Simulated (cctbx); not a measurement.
**What is wrong with this refinement?**

Cell a = 4.5050 Å, b = 4.5050 Å, c = 10.3790 Å, α = 90.00°, β = 90.00°, γ = 90.00°; space group P4/nmm (no. 129, origin choice 1).

The data are simulated with cctbx, not measured: Mo Kα, λ = 0.71073 Å, to d = 0.77 Å, 80 % of the full sphere, strongest reflection 70000 counts, noise from counting, a 6 % proportional error and a noise floor of 4 counts (s.d.); no absorption.

An anisotropic refinement with weights 1/σ² prints:

```text
Rint 0.038, 26 unique reflections to 1.61 A
cycle     R1     wR2    GooF  max shift (A)
   1  0.0131  0.0297   1.358   0.00186
   2  0.0103  0.0227   1.041   0.00000
final R1 0.0103 wR2 0.0227 GooF 1.041  parameters 13  data/parameter 2.0
atom        x        y        z      Ueq    occ   su(xyz)  su(Uiso or U11)
Dy1    0.00000  0.50000  0.74217   0.0136  1.000  0.00010  0.0024
Sn1    0.00000  0.50000  0.37618   0.0186  1.000  0.00023  0.0027
Sn2    0.00000  0.00000  0.00000   0.0136  1.000  0.00000  0.0027
Si1    0.00000  0.50000  0.13355   0.0239  1.000  0.00096  0.0082
Si2    0.00000  0.00000  0.50000   0.0197  1.000  0.00000  0.0080
difference map: max 0.24 min -0.21 rms 0.06
Q1    0.0000  0.5000  0.7222    2    0.24  0.21 A from Dy1
Q2    0.0000  0.0000  0.1037    4    0.13  1.08 A from Sn2
Q3    0.0000  0.5000  0.0727    2    0.12  0.63 A from Si1
Q4    0.0000  0.5000  0.3834    2    0.11  0.07 A from Sn1
Q5    0.0000  0.0000  0.3360    4    0.11  1.70 A from Si2
Q6    0.0000  0.5000  0.5066    2    0.08  1.35 A from Sn1
```

**Question.** Can this result stand? If not, what is the likely fault?

Mend it. The fault: data cut at low resolution. Against the right model at the same level, R1 goes from 0.0107 to 0.0103 and GooF from 0.96 to 1.04. The atoms are right, but there are too few data for the parameters: R1 flatters and the s.u.s grow. Data per parameter fall from 13.7 to 2.

The compound is DySi2Sn2. The right model at the same level gives:

```text
Rint 0.046, 178 unique reflections to 0.77 A
cycle     R1     wR2    GooF  max shift (A)
   1  0.0155  0.0393   1.487   0.00057
   2  0.0107  0.0253   0.957   0.00000
final R1 0.0107 wR2 0.0253 GooF 0.957  parameters 13  data/parameter 13.7
atom        x        y        z      Ueq    occ   su(xyz)  su(Uiso or U11)
Dy1    0.00000  0.50000  0.74222   0.0170  1.000  0.00002  0.0001
Sn1    0.00000  0.50000  0.37621   0.0220  1.000  0.00003  0.0001
Sn2    0.00000  0.00000  0.00000   0.0159  1.000  0.00000  0.0001
Si1    0.00000  0.50000  0.13374   0.0319  1.000  0.00017  0.0006
Si2    0.00000  0.00000  0.50000   0.0233  1.000  0.00000  0.0005
difference map: max 0.97 min -0.56 rms 0.15
Q1    0.0000  0.5000  0.4991    2    0.97  1.28 A from Sn1
Q2    0.0000  0.0000  0.2421    4    0.65  2.26 A from Dy1
Q3    0.0000  0.5000  0.0022    2    0.64  1.37 A from Si1
Q4    0.0000  0.1395  0.6133    8    0.35  1.33 A from Si2
Q5    0.0000  0.3583  0.0783    8    0.35  0.86 A from Si1
Q6    0.0000  0.5000  0.7275    2    0.34  0.15 A from Dy1
```

The model was made for the exercise: a known structure type with other elements put in, its volume estimated, not relaxed; displacement parameters are assumed.

[Middle refinement cycles are left out of these outputs.]

[Logs are printed without paths, hosts, clocks, repeated set-up lines and the standing remarks that a program may print on its own settings, such as how far it seeks lower states.]
